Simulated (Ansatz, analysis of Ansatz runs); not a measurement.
**Does the charge change how Br moves in CsLi2Br3 (Immm)?**

One jump of Br in CsLi2Br3 (Immm) at several charges. The case: V_Br hop (3.7 Å).

Method: migration barriers of one hop by charge state from climbing-image bands, PBEsol; no image-charge correction, which largely cancels along a path, in analysis of Ansatz runs 0.2.0.

## (1) Starting point

The cell holds 71 atoms: 12 Cs, 24 Li and 35 Br. Its edges and angles: a = 13.853 Å, b = 11.980 Å, c = 13.179 Å, α = 90.0°, β = 90.0°, γ = 67.3°. It derives from CsLi2Br3 (space group Immm). Nearest the centre at fractional (0.375, 0.625, 0.749): Br20 at 1.84 Å, Li33 at 1.95 Å, Li30 at 1.96 Å, Br44 at 3.74 Å, Cs26 at 3.74 Å, Br43 at 3.75 Å, Br15 at 3.75 Å, Cs25 at 3.77 Å.

As a file:

```xyz
71
Lattice="13.8531 0.0000 0.0000 4.6177 11.0537 0.0000 0.0000 0.0000 13.1792" Properties=species:S:1:pos:R:3 pbc="T T T"
Cs    2.3089    5.5269    0.0000
Cs    4.6177    8.2903    6.5896
Cs    2.3089    0.0000    0.0000
Cs    4.6177    2.7634    6.5896
Li    2.3089    5.5269    4.0586
Li    4.6177    8.2903   10.6482
Li    2.3089    0.0000    4.0586
Li    4.6177    2.7634   10.6482
Li    2.3089    5.5269    9.1205
Li    4.6177    8.2903    2.5309
Li    2.3089    0.0000    9.1205
Li    4.6177    2.7634    2.5309
Br    0.0000    0.0000   10.3044
Br    2.3089    2.7634    3.7148
Br    4.6177    5.5269   10.3044
Br    6.9266    8.2903    3.7148
Br    0.0000    0.0000    2.8747
Br    2.3089    2.7634    9.4643
Br    4.6177    5.5269    2.8747
Br    6.9266    8.2903    9.4643
Br    2.3089    5.5269    6.5896
Br    4.6177    8.2903    0.0000
Br    2.3089    0.0000    6.5896
Br    4.6177    2.7634    0.0000
Cs    6.9266    5.5269    0.0000
Cs    9.2354    8.2903    6.5896
Cs    6.9266    0.0000    0.0000
Cs    9.2354    2.7634    6.5896
Li    6.9266    5.5269    4.0586
Li    9.2354    8.2903   10.6482
Li    6.9266    0.0000    4.0586
Li    9.2354    2.7634   10.6482
Li    6.9266    5.5269    9.1205
Li    9.2354    8.2903    2.5309
Li    6.9266    0.0000    9.1205
Li    9.2354    2.7634    2.5309
Br    4.6177    0.0000   10.3044
Br    6.9266    2.7634    3.7148
Br   11.5443    8.2903    3.7148
Br    4.6177    0.0000    2.8747
Br    6.9266    2.7634    9.4643
Br    9.2354    5.5269    2.8747
Br   11.5443    8.2903    9.4643
Br    6.9266    5.5269    6.5896
Br    9.2354    8.2903    0.0000
Br    6.9266    0.0000    6.5896
Br    9.2354    2.7634    0.0000
Cs   11.5443    5.5269    0.0000
Cs   13.8531    8.2903    6.5896
Cs   11.5443    0.0000    0.0000
Cs   13.8531    2.7634    6.5896
Li   11.5443    5.5269    4.0586
Li   13.8531    8.2903   10.6482
Li   11.5443    0.0000    4.0586
Li   13.8531    2.7634   10.6482
Li   11.5443    5.5269    9.1205
Li   13.8531    8.2903    2.5309
Li   11.5443    0.0000    9.1205
Li   13.8531    2.7634    2.5309
Br    9.2354    0.0000   10.3044
Br   11.5443    2.7634    3.7148
Br   13.8531    5.5269   10.3044
Br   16.1620    8.2903    3.7148
Br    9.2354    0.0000    2.8747
Br   11.5443    2.7634    9.4643
Br   13.8531    5.5269    2.8747
Br   16.1620    8.2903    9.4643
Br   11.5443    5.5269    6.5896
Br   13.8531    8.2903    0.0000
Br   11.5443    0.0000    6.5896
Br   13.8531    2.7634    0.0000
```

The cell's shortest repeat is 12.0 Å.

## (2) The bands

Climbing-image bands with Ansatz at one point at (¼, ¼, ¼), on 1 × NVIDIA GB200 with 32 threads of Arm Neoverse V2, shared host:

| charge | moment (μB) | images | iterations | energies along the band (eV) | time |
| --- | --- | --- | --- | --- | --- |
| +1 | 0 | 5 | 6 | 0.00, 0.05, 0.16, 0.22, 0.16, 0.04, 0.00 | 17 s |
| 0 | 1 | 5 | 6 | 0.00, 0.06, 0.33, 0.55, 0.34, 0.07, 0.00 | 30 s |

## (3) Barriers and rates

Arrhenius rates with an assumed prefactor of 1e13 per second. The hop rate by temperature:

| temperature (K) | charge +1 (1/s) | charge +0, moment 1 (1/s) |
| --- | --- | --- |
| 200 | 2.8e7 | 0.109 |
| 300 | 2.0e9 | 4915 |
| 400 | 1.7e10 | 1.0e6 |
| 600 | 1.4e11 | 2.2e8 |
| 800 | 4.1e11 | 3.2e9 |
| 1000 | 7.8e11 | 1.6e10 |

## (4) Results

```yaml
barrier_at_charge_plus_1: 0.22 eV
barrier_at_charge_0_1_mu_b: 0.55 eV
```

In words: The barrier is lowest at charge +1 (0.22 eV) and highest at 0 (0.55 eV). No image-charge correction is applied. The order of the top as a saddle was not checked for all atoms, so a bent path could be lower. Limits: one k-point off the zone centre stands for the whole zone; spin–orbit coupling, which can matter with heavy atoms, is left out.

[Logs are printed without paths, hosts, clocks, repeated set-up lines and the standing remarks that a program may print on its own settings, such as how far it seeks lower states.]

[Hosts, paths, dates, database ids (printed as entryN), source tags and the programs' standing remarks are cut or masked in the printed files.]
